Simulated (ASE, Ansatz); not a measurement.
# Convergence of a linear-scaling basis for twisted Ti2CO2 MXene alternating trilayer, 9.43° (555 atoms), part 2 of 2

Wanted: errors and times of a linear-scaling basis for twisted Ti2CO2 MXene alternating trilayer, 9.43° (555 atoms). A setting counts as converged where the r.m.s. difference of forces stays under 1 % of the r.m.s. force.

Ansatz 0.2.0; Kohn-Sham DFT, r2SCAN+D4, PAW (set soft_2), plane waves.

The cell: 111 C, 222 Ti and 222 O. Beside vacuum, support functions can miss their usual error bounds without a warning. The main run has no spin polarisation. Sampling is at Γ alone, for a cell whose shortest periodic width is 16 Å.

So far. Step 2 (Plane-wave single point): Mean Löwdin charges: C -0.96, O -0.65, Ti +1.21 e (they miss 0.36 % of the electrons, so they add up to more than the cell's charge).

## (3) Distances and neighbours (continued)

Local excerpt of 16 atoms (numbers count through the whole input) about Ti427, which bears the longest force; x, y, z are measured from there.

| atom | x | y | z | distance (Å) | bonds | Fx | Fy | Fz (eV/Å) |
| --- | --- | --- | --- | --- | --- | --- | --- | --- |
| Ti427 | 0.00 | 0.00 | 0.00 | 0.00 | 6 | 0.48 | -0.49 | 0.45 |
| O404 | -1.71 | -0.17 | 0.93 | 1.95 | 3 | -0.17 | 0.09 | -0.36 |
| O434 | 0.76 | 1.56 | 0.93 | 1.97 | 3 | -0.01 | 0.01 | -0.39 |
| O429 | 1.03 | -1.46 | 0.93 | 2.01 | 3 | -0.14 | -0.07 | -0.62 |
| C431 | -0.99 | 1.41 | -1.29 | 2.15 | 6 | 0.14 | 0.03 | -0.11 |
| C456 | 1.77 | 0.13 | -1.28 | 2.19 | 6 | -0.16 | 0.01 | -0.32 |
| C426 | -0.74 | -1.63 | -1.28 | 2.20 | 6 | 0.07 | 0.33 | -0.19 |
| Ti432 | -0.25 | 2.99 | 0.02 | 3.00 | 6 | 0.33 | 0.52 | 0.07 |
| Ti402 | -2.72 | 1.28 | 0.01 | 3.01 | 6 | -0.33 | -0.28 | 0.30 |
| Ti397 | -2.46 | -1.75 | 0.03 | 3.03 | 6 | -0.10 | 0.04 | 0.10 |
| Ti457 | 2.50 | 1.71 | 0.01 | 3.03 | 6 | -0.05 | -0.30 | 0.05 |
| Ti377 | 0.26 | -3.05 | 0.02 | 3.06 | 6 | 0.33 | 0.42 | 0.24 |
| Ti452 | 2.78 | -1.32 | 0.02 | 3.08 | 6 | -0.51 | -0.14 | 0.33 |
| Ti403 | -1.73 | -0.17 | -2.60 | 3.13 | 6 | -0.03 | -0.26 | -0.38 |
| Ti428 | 0.99 | -1.45 | -2.59 | 3.13 | 6 | 0.38 | -0.07 | -0.23 |
| Ti433 | 0.77 | 1.57 | -2.61 | 3.14 | 6 | 0.12 | -0.25 | -0.13 |

The column of bonds counts only the pairs O-Ti within 2.64 Å, Ti-C within 2.64 Å; other neighbours, such as metal atoms beside each other in a compound, aren't counted, and periodic images can show an atom twice.

## (4) Support functions medium

With localised support functions most steps grow linearly with size, though the diagonalisation grows faster unless the density matrix is cut; this run measures error and cost at this size.

This step: Kohn-Sham DFT, r2SCAN+D4, PAW (set soft_2), localised support functions (medium) (Ansatz 0.2.0).

input.yaml reads:

```yaml
crystal:
  lattice:
    - [18.4308, 0.0, 0.0]
    - [-9.2154, 15.96154, 0.0]
    - [0.0, 0.0, 31.11]
  atoms:
    [... the 555 atom lines of step 2 ...]
kpoints:
  mp_grid: { grid: [1, 1, 1] }
hamiltonian:
  xc: r2scan
  dispersion: d4
scf:
  occupations: { method: gaussian, width: 0.025 }
  eigensolver: { kind: { support_functions: { accuracy: medium } } }
  mixing: { beta: 0.2 }
  max_iter: 150
output:
  forces: true
```

Started as:

```console
ansatz run input.yaml --threads 32 --pin off --max-ram 92160MiB --backend cuda --events-out ev --progress --plain --runs-dir out --max-vram 78GiB
```

What it wrote:

```text
Warning: scf.eigensolver.kind.support_functions: disabling space-group detection — the functions' gradient is summed over unrotated k-points, so no spatial operation reduces the k-mesh or symmetrises the density; time reversal is kept, so that k and −k are solved as one point where they differ and the mesh holds both, and exact exchange and, on two spinor components, a DFT+U term hold to it where the run has them: [...]
settings of this run that can trade accuracy for cost: scf.eigensolver.kind.support_functions [...]
[...]
GPU FFT provider: cuFFT
GPU libraries: cuBLAS 13.8.1, cuFFT 12.4.0, cuSOLVER 12.3.2
[...]
Crystal: 555 atoms, lattice volume = 9152.063 Å³
Basis set: ecut = 500 eV, 232283 PW (Γ), exchange–correlation on 540×540×810 points (27 copies of the dense FFT grid, shifted against one another)
Bands: 2664, of which v1, the nominal top of the filled ones, is band 2220 counted from 1 (2219 counted from 0)
Symmetry: 1 space group operations
k-points: 1
[...]
GPU buffer pool allocated for 8748000 grid points (all kernels)
[...]
SCF iter   1: F=—  HF=-711447.001970 eV  |F-HF|=—  |Δ(HF+E_count)|=         —  Δρ=1.79e-1  dr2=3.53e3  dr2_τ=2.76e2  ethr=1.00e-1
[...]
SCF iter  23: F=—  HF=-710843.557216 eV  |F-HF|=—  |Δ(HF+E_count)|=   3.94e-5  Δρ=8.60e-6  dr2=7.37e-6  dr2_τ=3.74e-7  ethr=4.75e-10  κ⁻¹=2.5e-4(r=7)
SCF iter  24: F=-710843.557238 eV  HF=-710843.557220 eV  |F-HF|=1.83e-5  |Δ(HF+E_count)|=   4.15e-6  Δρ=6.44e-6  dr2=4.31e-6  dr2_τ=9.48e-9  ethr=1.66e-10
SCF 1 converged in 24 iterations: F = -710843.592658 eV  dr2 = 4.31e-6
[...]
SCF converged after 24 iterations
Stability not checked: this state was not tested for a lower state beside it, because the mixer in use, unlike msr1, does not test its closes by its own steps (another_mixer; see scf.mixing.algorithm and scf.lower_state_search)
Free energy (F): -710843.592658 eV
[...]
Internal energy: -710843.592658 eV  (E = F + TS)
E sigma→0 (E₀):  -710843.592658 eV
Fermi energy:    5.726873 eV
[...]
Σ components = -710843.592658   (vs F -710843.592658, Δ=0.00e0)
--- Forces (eV/Å), atoms counted from 1 ---
[... 555 lines of forces left out ...]
  max |Σ_I F_I| component: 2.13e-3 eV/Å
--- Band table (eV) ---
[... left out ...]
  guard bands above this table: 385 of the run's 2664 bands (output.publish_guard_bands: true publishes all)
```

Elapsed: 54 s, on 1 × NVIDIA GB200 with 32 threads of Arm Neoverse V2, shared host; peak memory 5.4 GiB; 2.2 min of CPU time.

That memory is the host's; the program planned up to 46.1 GiB on the GPU.

The program notes that the band table was not solved further than the SCF left it and it switched symmetry off.

Keys that differ from the reference: support_functions.accuracy = "medium", scf.max_iter = 150 and scf.mixing.beta = 0.2.

Forces differ from the reference by 0.48 meV/Å r.m.s., 0.21 % of their size, well within a tolerance of 1 %; the energy by -4.6 meV/atom. The two runs also began from different starting densities, which bears on cycles and time.

## (5) Cost against change

Each row is set against the plane-wave reference (Kohn-Sham DFT, r2SCAN+D4, PAW (set soft_2), plane waves; r.m.s. force component 0.227 eV/Å). Energies are set beside the reference only for runs with its functional, potentials and electron count. Times are for 1 × NVIDIA GB200 with 32 threads of Arm Neoverse V2, shared host. The reference's time includes the DOS, which some other runs skip.

| run | Δ force, r.m.s. (meV/Å) | share of r.m.s. force (%) | Δ energy (meV/atom) | Δ gap (eV) | cycles | time | host memory (GiB) | planned on the GPU (GiB) |
| --- | --- | --- | --- | --- | --- | --- | --- | --- |
| reference | - | - | - | - | 15 | 40 s | 8.0 | 68 |
| support functions medium | 0.485 | 0.213 | -4.62 | -4.0e-4 | 24 | 54 s | 5.4 | 46 |

## (6) Summary of results

```
free energy per atom                             : -1280.7946 eV/atom
r.m.s. force component                           : 0.2271 eV/Å
gap (highest filled to lowest empty level) : 0.5739 eV
wall time of the 2 DFT runs                      : 94 s
```

In words: Against plane waves at 500 eV, the forces differ by 0.48 meV/Å (0.21 %) with support functions medium. At 555 atoms the run with support functions medium takes roughly 1.3 times the time of plane waves (whose run also made extra analyses, so the like-for-like ratio is larger), in 24 SCF cycles against 15. Differences between support functions and plane waves include what basis error the plane-wave run still has.

The highest filled and lowest empty levels differ by 0.574 eV at Γ alone; the mesh holds the band edges only if they fold onto it, so the gap at this level can be narrower or closed, while semilocal functionals tend to narrow gaps against experiment. Counting bonds as in the table, all C atoms have 6, all O atoms have 3 and all Ti atoms have 6 bonded neighbours.

What to keep in mind: The geometry was built by rule, was displaced at random and isn't relaxed at this level: its force components are 0.23 eV/Å r.m.s.

[Logs are printed without paths, hosts, clocks, repeated set-up lines and the standing remarks that a program may print on its own settings, such as how far it seeks lower states.]

[Hosts, paths, dates, database ids (printed as entryN), source tags and the programs' standing remarks are cut or masked in the printed files.]
